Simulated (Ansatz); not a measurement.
Whose spectrum is this?

Method: Ansatz, PBE, independent particles, without spin-orbit coupling, line width 0.2 eV (Gaussian); metals get a typed carrier damping. The response is along the first axis of the cell.

| E (eV) | Im ε |
| --- | --- |
| 0.00 | 0.00 |
| 0.25 | 0.00 |
| 0.50 | 0.00 |
| 0.75 | 0.00 |
| 1.00 | 0.00 |
| 1.25 | 0.00 |
| 1.50 | 0.00 |
| 1.75 | 0.00 |
| 2.00 | 0.00 |
| 2.25 | 0.00 |
| 2.50 | 0.00 |
| 2.75 | 0.00 |
| 3.00 | 0.00 |
| 3.25 | 0.00 |
| 3.50 | 0.00 |
| 3.75 | 0.00 |
| 4.00 | 0.00 |
| 4.25 | 0.00 |
| 4.50 | 0.00 |
| 4.75 | 0.00 |
| 5.00 | 0.00 |
| 5.25 | 0.00 |
| 5.50 | 0.00 |
| 5.75 | 0.00 |
| 6.00 | 0.00 |
| 6.25 | 0.07 |
| 6.50 | 0.28 |
| 6.75 | 0.43 |
| 7.00 | 0.51 |
| 7.25 | 0.57 |
| 7.50 | 0.61 |
| 7.75 | 0.65 |
| 8.00 | 0.68 |
| 8.25 | 0.70 |
| 8.50 | 0.72 |
| 8.75 | 0.73 |
| 9.00 | 0.75 |
| 9.25 | 0.77 |
| 9.50 | 0.79 |
| 9.75 | 0.81 |
| 10.00 | 0.83 |
| 10.25 | 0.87 |
| 10.50 | 0.91 |
| 10.75 | 0.99 |
| 11.00 | 1.13 |
| 11.25 | 1.14 |
| 11.50 | 1.03 |
| 11.75 | 0.93 |
| 12.00 | 0.84 |
| 12.25 | 0.77 |
| 12.50 | 0.71 |
| 12.75 | 0.65 |
| 13.00 | 0.67 |
| 13.25 | 0.78 |
| 13.50 | 1.21 |
| 13.75 | 2.27 |
| 14.00 | 2.16 |
| 14.25 | 1.55 |
| 14.50 | 1.16 |
| 14.75 | 0.99 |
| 15.00 | 0.90 |
| 15.25 | 0.84 |

All candidates were run at this level. Which one is shown?
A. NaF (Fm-3m)
B. KHgClF2 (P4/mmm)
C. RbS3F (R3m)
D. BaHF (P4/nmm)

A. NaF (Fm-3m): least direct gap 6.29 eV, ε∞ = 1.91 along the first axis, strongest peak along the first axis at 13.85 eV. The others: BaHF (P4/nmm), least direct gap 3.31 eV, ε∞ = 3.40 along the first axis, strongest peak along the first axis at 8.33 eV; RbS3F (R3m), least direct gap 1.43 eV, ε∞ = 5.23 along the first axis, strongest peak along the first axis at 5.57 eV; KHgClF2 (P4/mmm), least direct gap 2.09 eV, ε∞ = 3.70 along the first axis, strongest peak along the first axis at 4.09 eV.

Note: cells built here by substitution need not match a known phase.
